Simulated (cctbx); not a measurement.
# A crystallographic session in cctbx: ZrMn2Pt2

Library: cctbx 2025.11. The data are simulated by the first script.

## 1. Simulate the data

run.py:

```python
from cctbx import adptbx, crystal, miller, sgtbx, xray
from cctbx.array_family import flex
from iotbx.shelx import hklf
from scitbx import matrix
import scitbx.random

cs = crystal.symmetry(unit_cell=(6.606, 6.606, 3.348, 90, 90, 90), space_group_symbol='Hall: -P 4 2ab')  # P4/mbm
atoms = [  # label, site, U (iso, or U11 U22 U33 U12 U13 U23 in A^2), occupancy
    ("Pt1", (0.6801, 0.8199, 0.5), (0.0138, 0.0138, 0.0125, 0.0005, 0.0000, 0.0000), 1),
    ("Zr1", (0.5, 0.5, 0), (0.0167, 0.0167, 0.0172, -0.0000, -0.0000, 0.0000), 1),
    ("Mn1", (0.8732, 0.6268, 0), (0.0226, 0.0226, 0.0190, 0.0028, 0.0000, 0.0000), 1),
]
xs = xray.structure(crystal_symmetry=cs)
for label, site, u, occ in atoms:
    u = adptbx.u_cif_as_u_star(cs.unit_cell(), u) if isinstance(u, tuple) else u
    xs.add_scatterer(xray.scatterer(label, site=site, u=u, occupancy=occ))
xs.set_inelastic_form_factors(1.54184, "sasaki")
xs.show_summary()
p1 = xs.expand_to_p1()
ms = miller.build_set(p1, anomalous_flag=True, d_min=0.8)
flex.set_random_seed(104491)
scitbx.random.set_random_seed(104491)
ms = ms.select(flex.random_double(ms.size()) < 0.5)
i = ms.structure_factors_from_scatterers(p1, algorithm="direct").f_calc().as_intensity_array().data()
i = i / flex.sqrt(1 + 0.1 * i / flex.max(i))  # extinction
i = i * 20000 / flex.max(i)
sig = flex.sqrt(i + flex.pow2(0.02 * i) + 8 ** 2)
noise = scitbx.random.variate(scitbx.random.normal_distribution())(i.size())
data = ms.array(data=i + sig * noise, sigmas=sig).set_observation_type_xray_intensity()
with open("data.hkl", "w") as f:
    data.export_as_shelx_hklf(f)
print("reflections written:", data.size(), " <I/sigma> = %.1f" % flex.mean(data.data() / data.sigmas()))
for h, a, b in list(data.sort("data"))[:12]:
    print("%4d%4d%4d %9.1f %7.1f" % (h + (a, b)))
```

```console
$ python run.py
```

```text
Number of scatterers: 3
At special positions: 3
Unit cell: (6.606, 6.606, 3.348, 90, 90, 90)
Space group: P 4/m b m (No. 127)
reflections written: 602  <I/sigma> = 19.5
   0   0  -2   20547.3   424.3
   2   1   1    9997.5   213.5
  -1  -2  -1    9773.1   213.5
   0   2   1    9723.5   212.6
   2   1  -1    9675.4   213.5
  -2  -1   1    9611.8   213.5
  -2  -1  -1    9537.2   213.5
  -1   2  -1    9444.2   213.5
   1  -2   1    9435.3   213.5
   2  -1   1    9320.6   213.5
  -2   0   1    9260.2   212.6
  -2   0  -1    9245.1   212.6
```

It took 0.21 s on 1 thread of Arm Neoverse V2, with other jobs on the host, peak memory 0.07 GiB.

## 2. Symmetry

run.py:

```python
from cctbx import crystal, sgtbx, statistics
from cctbx.array_family import flex
from iotbx.shelx import hklf

p1 = crystal.symmetry(unit_cell=(6.606, 6.606, 3.348, 90, 90, 90), space_group_symbol="P 1")
raw = hklf.reader(file_name="data.hkl").as_miller_arrays(crystal_symmetry=p1, anomalous=True)[0]
print(raw.size(), "reflections to d = %.3f A" % raw.d_min())
isig = raw.data() / raw.sigmas()
print("centring   violations  <I/sigma> of those")
best = "P"
for c in "ABCIRF":
    a = raw.customized_copy(space_group_info=sgtbx.space_group_info("Hall: %s 1" % c)).sys_absent_flags().data()
    m = flex.mean(isig.select(a))
    print("%5s %10d of %5d %8.1f" % (c, (isig.select(a) > 4).count(True), a.count(True), m))
    if (isig.select(a) > 4).count(True) < 0.01 * a.count(True):
        best = c
raw = raw.select(~raw.customized_copy(space_group_info=sgtbx.space_group_info("Hall: %s 1" % best)).sys_absent_flags().data())
isig = raw.data() / raw.sigmas()
rows = []
for s in sgtbx.space_group_symbol_iterator():
    g = sgtbx.space_group(s)
    if g.conventional_centring_type_symbol() != best or not g.is_compatible_unit_cell(p1.unit_cell(), 1e-3, 0.02):
        continue
    rows.append((s, g))
print("Laue class    unique    Rint  (classes that these axes allow; Friedel mates merged)")
rint = {}
for s, g in rows:
    laue = g.build_derived_patterson_group()
    key = laue.type().hall_symbol()
    if key not in rint:
        m = raw.customized_copy(space_group_info=laue.info(), anomalous_flag=False).merge_equivalents()
        rint[key] = m.r_int()
        print("%-14s %6d %7.3f" % (laue.type().lookup_symbol(), m.array().size(), m.r_int()))
floor = min(rint.values())
good = [(s, g) for s, g in rows if rint[g.build_derived_patterson_group().type().hall_symbol()] < 2 * floor + 0.03]
top = max(g.build_derived_patterson_group().order_z() for s, g in good)
print("space group    extra absences  I>4sigma  <I/sigma>")
for s, g in good:
    laue = g.build_derived_patterson_group()
    if laue.order_z() != top:
        continue
    a = raw.customized_copy(space_group_info=g.info()).sys_absent_flags().data()
    a &= ~raw.customized_copy(space_group_info=laue.info()).sys_absent_flags().data()
    bad = (isig.select(a) > 4).count(True)
    if bad <= 0.03 * a.count(True):
        print("%-16s %8d %10d %9s  %s" % (s.universal_hermann_mauguin(), a.count(True), bad, "%.1f" % flex.mean(isig.select(a)) if a.count(True) else "-", "centric" if g.is_centric() else "acentric"))
laue = max(good, key=lambda t: t[1].build_derived_patterson_group().order_z())[1].build_derived_patterson_group()
f = raw.customized_copy(space_group_info=laue.info(), anomalous_flag=False).merge_equivalents().array().eliminate_sys_absent().f_sq_as_f()
f.set_observation_type_xray_amplitude()
bins = max(3, min(8, f.size() // 12))
f.setup_binner(n_bins=bins)
w = statistics.wilson_plot(f, {e: n / laue.order_z() for e, n in {'Pt': 4.0, 'Zr': 2.0, 'Mn': 4.0}.items()}, e_statistics=True)
print("Wilson B = %.2f A^2   <|E^2-1|> = %.3f (0.968 centric, 0.736 acentric)   E^2>4: %.1f %%" % (w.wilson_b, w.mean_e_sq_minus_1, w.percent_e_sq_gt_2))
print("shell (A)         n   <I/sigma>")
m = raw.customized_copy(space_group_info=laue.info(), anomalous_flag=False).merge_equivalents().array().eliminate_sys_absent()
for b in m.setup_binner(n_bins=bins).range_used():
    sel = m.binner().selection(b)
    print("%5.2f - %4.2f %6d %8.1f" % (min(m.binner().bin_d_range(b)[0] if m.binner().bin_d_range(b)[0] > 0 else 99, 99), m.binner().bin_d_range(b)[1], sel.count(True), flex.mean((m.data() / m.sigmas()).select(sel))))
```

```console
$ python run.py
```

```text
602 reflections to d = 0.801 A
centring   violations  <I/sigma> of those
    A        234 of   297     19.6
    B        233 of   304     19.5
    C        213 of   301     18.4
    I        227 of   295     19.9
    R        293 of   392     19.4
    F        340 of   451     19.2
Laue class    unique    Rint  (classes that these axes allow; Friedel mates merged)
P -1              448   0.018
P 1 2/m 1         300   0.022
P 1 1 2/m         318   0.020
P 2/m 1 1         298   0.019
P m m m           203   0.022
P 4/m             178   0.022
P 4/m m m         116   0.024
space group    extra absences  I>4sigma  <I/sigma>
P 4 2 2                 0          0         -  acentric
P 4 21 2               10          0      -0.1  acentric
P 4 m m                 0          0         -  acentric
P 4 b m                61          0      -0.2  acentric
P -4 2 m                0          0         -  acentric
P -4 21 m              10          0      -0.1  acentric
P -4 m 2                0          0         -  acentric
P -4 b 2               61          0      -0.2  acentric
P 4/m m m               0          0         -  centric
P 4/m b m              61          0      -0.2  centric
Wilson B = 1.45 A^2   <|E^2-1|> = 0.764 (0.968 centric, 0.736 acentric)   E^2>4: 0.0 %
shell (A)         n   <I/sigma>
 6.61 - 1.60     21     39.0
 1.60 - 1.27     15     43.1
 1.27 - 1.11     12     51.3
 1.11 - 1.01     16     44.9
 1.01 - 0.94     12     34.4
 0.94 - 0.88     15     37.2
 0.88 - 0.84      9     37.7
 0.84 - 0.80     16     30.4
```

Time: 0.32 s.

## 3. Patterson map

run.py:

```python
from cctbx import crystal, maptbx
from iotbx.shelx import hklf

cs = crystal.symmetry(unit_cell=(6.606, 6.606, 3.348, 90, 90, 90), space_group_symbol='Hall: -P 4 2ab')  # P4/mbm
raw = hklf.reader(file_name="data.hkl").as_miller_arrays(crystal_symmetry=cs, anomalous=True)[0]
merged = raw.eliminate_sys_absent().merge_equivalents()
fo2 = merged.array().set_observation_type_xray_intensity()
f = fo2.average_bijvoet_mates().f_sq_as_f()
pm = f.patterson_map(symmetry_flags=maptbx.use_space_group_symmetry, sharpening=True, resolution_factor=0.25)
peaks = pm.peak_search(parameters=maptbx.peak_search_parameters(min_distance_sym_equiv=0.4, max_clusters=14)).all()
top = peaks.heights()[0]
print("Patterson group", f.patterson_symmetry().space_group_info())
print("      u       v       w   height  length (A)")
for x, h in zip(peaks.sites(), peaks.heights()):
    y = [t - round(t) for t in x]
    print("%7.3f %7.3f %7.3f %8.1f %8.2f" % (x + (1000 * h / top, cs.unit_cell().length(y))))
```

```console
$ python run.py
```

```text
Patterson group P 4/m m m
      u       v       w   height  length (A)
  0.000   0.000   0.000   1000.0     0.00
  0.137   0.500   0.000    409.8     3.43
  0.184   0.316   0.500    213.7     2.94
  0.363   0.363   0.000    199.0     3.40
  0.500   0.500   0.000    107.9     4.67
  0.051   0.315   0.500     89.5     2.69
  0.454   0.454   0.500     84.6     4.56
  0.185   0.185   0.500     84.5     2.41
  0.000   0.000   0.342     56.1     1.14
  0.124   0.124   0.000     45.3     1.16
  0.000   0.500   0.170     44.7     3.35
  0.000   0.388   0.000     44.2     2.56
  0.309   0.309   0.349     44.0     3.12
  0.123   0.364   0.000     43.0     2.54
```

Time: 0.22 s.

## 4. Charge flipping

run.py:

```python
import itertools
from cctbx import crystal, maptbx
from cctbx.array_family import flex
from iotbx.shelx import hklf
from smtbx.ab_initio import charge_flipping as cf

cs = crystal.symmetry(unit_cell=(6.606, 6.606, 3.348, 90, 90, 90), space_group_symbol='Hall: -P 4 2ab')  # P4/mbm
raw = hklf.reader(file_name="data.hkl").as_miller_arrays(crystal_symmetry=cs, anomalous=True)[0]
merged = raw.eliminate_sys_absent().merge_equivalents()
fo2 = merged.array().set_observation_type_xray_intensity()
f = fo2.average_bijvoet_mates().f_sq_as_f().resolution_filter(d_min=0.8)
p1 = f.expand_to_p1()
work = p1
flex.set_random_seed(73942)
it = cf.weak_reflection_improved_iterator(delta=None, weak_reflection_fraction=0.3)
it.start(work, phases=flex.random_double(p1.size()) * 6.2832, f_000=0)
it.delta = 1.2 * it.rho_map.sigma()
print("cycle      R  skewness")
for n, st in enumerate(itertools.islice(it, 200)):
    if n % 16 == 0:
        print("%5d %6.3f %8.2f" % (n, st.r1_factor(), st.rho_map.skewness()))
rho = p1.phase_transfer(it.f_calc).fft_map().apply_volume_scaling()
polish = cf.low_density_elimination_iterator(constant_rho_c=rho.sigma())
polish.start(f_obs=p1, phases=it.f_calc, f_000=0)
for _ in range(8):
    next(polish)
print("origin shift          correlation  skewness")
maps = []
for fc, shift, cc in itertools.islice(cf.f_calc_symmetrisations(f, polish.f_calc, 0), 4):
    m = f.phase_transfer(fc).fft_map(symmetry_flags=maptbx.use_space_group_symmetry, resolution_factor=0.25).apply_sigma_scaling()
    maps.append((m.skewness(), cc, m))
    print("%6.3f %6.3f %6.3f %10.3f %9.2f" % (tuple(shift) + (cc, m.skewness())))
skew, cc, m = max((t for t in maps if t[1] > maps[0][1] - 0.04), key=lambda t: t[0])
print("taken: symmetry correlation %.3f, skewness %.2f" % (cc, skew))
peaks = m.peak_search(parameters=maptbx.peak_search_parameters(min_distance_sym_equiv=0.9, max_clusters=8)).all()
sps = cs.special_position_settings(min_distance_sym_equiv=0.5)
print("peak      x       y       z  mult  height/sigma")
for k, (x, h) in enumerate(zip(peaks.sites(), peaks.heights())):
    ss = sps.site_symmetry(x)
    print("Q%-3d %7.4f %7.4f %7.4f %4d %8.1f" % ((k + 1,) + tuple(t % 1 for t in ss.exact_site()) + (ss.multiplicity(), h)))
```

```console
$ python run.py
```

```text
cycle      R  skewness
    0  0.588     0.26
   16  0.399     3.67
   32  0.281     3.85
   48  0.253     3.54
   64  0.249     3.64
   80  0.248     3.62
   96  0.246     3.55
  112  0.257     3.68
  128  0.249     3.73
  144  0.248     3.60
  160  0.249     3.50
  176  0.242     3.38
  192  0.261     3.64
origin shift          correlation  skewness
 0.304  0.226  0.052      0.876      4.65
 0.361  0.577  0.056      0.822      1.58
 0.144  0.882  0.414      0.849      1.89
 0.431  0.462  0.063      0.796      0.82
taken: symmetry correlation 0.876, skewness 4.65
peak      x       y       z  mult  height/sigma
Q1    0.1756  0.3244  0.0000    4     12.8
Q2    0.0000  0.0000  0.5000    2      5.1
Q3    0.0257  0.6429  0.5000    8      2.7
Q4    0.0481  0.8465  0.0000    8      1.6
Q5    0.0000  0.5000  0.2371    4      1.1
Q6    0.0360  0.8188  0.3612   16      1.1
Q7    0.2104  0.7104  0.5000    4      1.0
Q8    0.0783  0.7122  0.1779   16      0.8
```

Time: 0.31 s.

## 5. Refinement (model from the peaks)

run.py:

```python
import math
from cctbx import adptbx, crystal, maptbx, sgtbx, xray
from cctbx.array_family import flex
from cctbx.xray import observations
from iotbx.shelx import hklf
from scitbx.lstbx import normal_eqns_solving
from smtbx import absolute_structure, utils
from smtbx.refinement import constraints, least_squares

cs = crystal.symmetry(unit_cell=(6.606, 6.606, 3.348, 90, 90, 90), space_group_symbol='Hall: -P 4 2ab')  # P4/mbm
atoms = [  # label, site, U (iso, or U11 U22 U33 U12 U13 U23 in A^2), occupancy
    ("Pt1", (0.1756, 0.3244, 0), 0.0200, 1),
    ("Zr1", (0, 0, 0.5), 0.0200, 1),
]
xs = xray.structure(crystal_symmetry=cs)
for label, site, u, occ in atoms:
    u = adptbx.u_cif_as_u_star(cs.unit_cell(), u) if isinstance(u, tuple) else u
    xs.add_scatterer(xray.scatterer(label, site=site, u=u, occupancy=occ))
xs.set_inelastic_form_factors(1.54184, "sasaki")
raw = hklf.reader(file_name="data.hkl").as_miller_arrays(crystal_symmetry=cs, anomalous=True)[0]
merged = raw.eliminate_sys_absent().merge_equivalents()
fo2 = merged.array().set_observation_type_xray_intensity()
print("Rint %.3f, %d unique reflections to %.2f A" % (merged.r_int(), fo2.size(), fo2.d_min()))
for sc in xs.scatterers():
    sc.flags.set_grad_site(True)
    sc.flags.set_grad_u_aniso(sc.flags.use_u_aniso())
    sc.flags.set_grad_u_iso(sc.flags.use_u_iso())
obs = fo2.as_xray_observations()
extra = {}
rep = constraints.reparametrisation(xs, [], utils.connectivity_table(xs), **extra)
ls = least_squares.crystallographic_ls(obs, rep, weighting_scheme=least_squares.mainstream_shelx_weighting(a=0, b=0))
print("cycle     R1     wR2    GooF  max shift (A)")
for cycle in range(6):
    ls.build_up()
    r1, wr2, goof = ls.r1_factor(cutoff_factor=2)[0], ls.wR2(), ls.goof()
    old = xs.sites_cart()
    normal_eqns_solving.levenberg_marquardt_iterations(ls, n_max_iterations=3, tau=0.0001, step_threshold=1e-7)
    big = flex.max((xs.sites_cart() - old).norms())
    print("%4d %7.4f %7.4f %7.3f %9.5f" % (cycle + 1, r1, wr2, goof, big))
    ls.build_up(objective_only=True)
    if abs(ls.wR2() - wr2) < 5e-5 and big < 5e-4:
        break
ls.build_up()
print("final R1 %.4f wR2 %.4f GooF %.3f  parameters %d  data/parameter %.1f" % (ls.r1_factor(cutoff_factor=2)[0], ls.wR2(), ls.goof(), ls.n_parameters, fo2.size() / ls.n_parameters))
cov = ls.covariance_matrix_and_annotations()
su = dict(zip(cov.annotations, (math.sqrt(max(v, 0)) for v in cov.matrix.matrix_packed_u_diagonal())))
a2 = cs.unit_cell().reciprocal_parameters()[0] ** -2
print("atom        x        y        z      Ueq    occ   su(xyz)  su(Uiso or U11)")
for sc in xs.scatterers():
    s = max(su.get(sc.label + k, 0) for k in (".x", ".y", ".z"))
    npd = "" if sc.is_positive_definite_u(cs.unit_cell()) else "  NPD"
    print("%-5s %8.5f %8.5f %8.5f %8.4f %6.3f %8.5f %7.4f%s" % ((sc.label,) + sc.site + (sc.u_iso_or_equiv(cs.unit_cell()), sc.occupancy, s, su.get(sc.label + ".uiso", su.get(sc.label + ".u11", 0) * a2), npd)))
fo = fo2.f_sq_as_f()
fc = fo.structure_factors_from_scatterers(xs, algorithm="direct").f_calc()
diff = fo.f_obs_minus_f_calc(1 / math.sqrt(ls.scale_factor()), fc).average_bijvoet_mates()
m = diff.fft_map(symmetry_flags=maptbx.use_space_group_symmetry, resolution_factor=0.25).apply_volume_scaling()
print("difference map: max %.2f min %.2f rms %.2f" % (m.statistics().max(), m.statistics().min(), m.statistics().sigma()))
peaks = m.peak_search(parameters=maptbx.peak_search_parameters(min_distance_sym_equiv=0.6, max_clusters=6)).all()
near = xs.closest_distances(peaks.sites(), distance_cutoff=4)
sps = cs.special_position_settings(min_distance_sym_equiv=0.5)
for k, (x, h) in enumerate(zip(peaks.sites(), peaks.heights())):
    ss = sps.site_symmetry(x)
    print("Q%-3d %7.4f %7.4f %7.4f %4d %7.2f  %.2f A from %s" % ((k + 1,) + tuple(t % 1 for t in ss.exact_site()) + (ss.multiplicity(), h, near.smallest_distances[k], xs.scatterers()[near.i_seqs[k]].label)))
```

```console
$ python run.py
```

```text
Rint 0.024, 100 unique reflections to 0.80 A
cycle     R1     wR2    GooF  max shift (A)
   1  0.3105  0.6085  34.329   0.05239
   2  0.2246  0.4748  26.786   0.00004
final R1 0.2246 wR2 0.4748 GooF 26.786  parameters 3  data/parameter 33.3
atom        x        y        z      Ueq    occ   su(xyz)  su(Uiso or U11)
Pt1    0.18120  0.31880  0.00000   0.0059  1.000  0.00081  0.0032
Zr1    0.00000  0.00000  0.50000   0.0079  1.000  0.00000  0.0049
difference map: max 71.11 min -13.81 rms 5.89
Q1    0.1284  0.6284  0.5000    4   74.34  2.44 A from Pt1
Q2    0.1765  0.3235  0.0000    4   35.11  0.04 A from Pt1
Q3    0.0000  0.0000  0.5000    2   23.59  0.00 A from Zr1
Q4    0.2514  0.2486  0.5000    4    8.47  1.80 A from Pt1
Q5    0.0011  0.2389  0.5000    8    8.38  1.58 A from Zr1
Q6    0.0000  0.5000  0.5000    2    6.84  2.38 A from Pt1
```

Time: 0.36 s.

Figures of merit this high mean that the model is still wrong or incomplete.

## 6. Refinement (atoms added from the difference map)

run.py, as its changes from the last script of this kind:

```diff
@@ -12,2 +12,3 @@
-    ("Pt1", (0.1756, 0.3244, 0), 0.0200, 1),
-    ("Zr1", (0, 0, 0.5), 0.0200, 1),
+    ("Pt1", (0.1812, 0.3188, 0), 0.0059, 1),
+    ("Zr1", (0, 0, 0.5), 0.0079, 1),
+    ("Mn1", (0.1284, 0.6284, 0.5), 0.0200, 1),
@@ -58 +59 @@
-peaks = m.peak_search(parameters=maptbx.peak_search_parameters(min_distance_sym_equiv=0.6, max_clusters=6)).all()
+peaks = m.peak_search(parameters=maptbx.peak_search_parameters(min_distance_sym_equiv=0.6, max_clusters=5)).all()
```

```console
$ python run.py
```

```text
Rint 0.024, 100 unique reflections to 0.80 A
cycle     R1     wR2    GooF  max shift (A)
   1  0.0701  0.1475   8.409   0.01382
   2  0.0104  0.0236   1.343   0.00000
final R1 0.0104 wR2 0.0236 GooF 1.343  parameters 5  data/parameter 20.0
atom        x        y        z      Ueq    occ   su(xyz)  su(Uiso or U11)
Pt1    0.18011  0.31989  0.00000   0.0132  1.000  0.00004  0.0002
Zr1    0.00000  0.00000  0.50000   0.0170  1.000  0.00000  0.0003
Mn1    0.12692  0.62692  0.50000   0.0209  1.000  0.00018  0.0004
difference map: max 1.22 min -1.05 rms 0.23
Q1    0.1247  0.2616  0.0000    8    1.32  0.53 A from Pt1
Q2    0.0000  0.5000  0.0000    2    0.94  1.68 A from Pt1
Q3    0.0000  0.0000  0.1660    4    0.66  1.12 A from Zr1
Q4    0.0766  0.1204  0.0000    8    0.65  1.48 A from Pt1
Q5    0.2195  0.2805  0.3324    8    0.64  1.17 A from Pt1
```

It took 0.33 s on 1 thread of Arm Neoverse V2, with other jobs on the host, peak memory 0.09 GiB.

[Logs are printed without paths, hosts, clocks, repeated set-up lines and the standing remarks that a program may print on its own settings, such as how far it seeks lower states.]
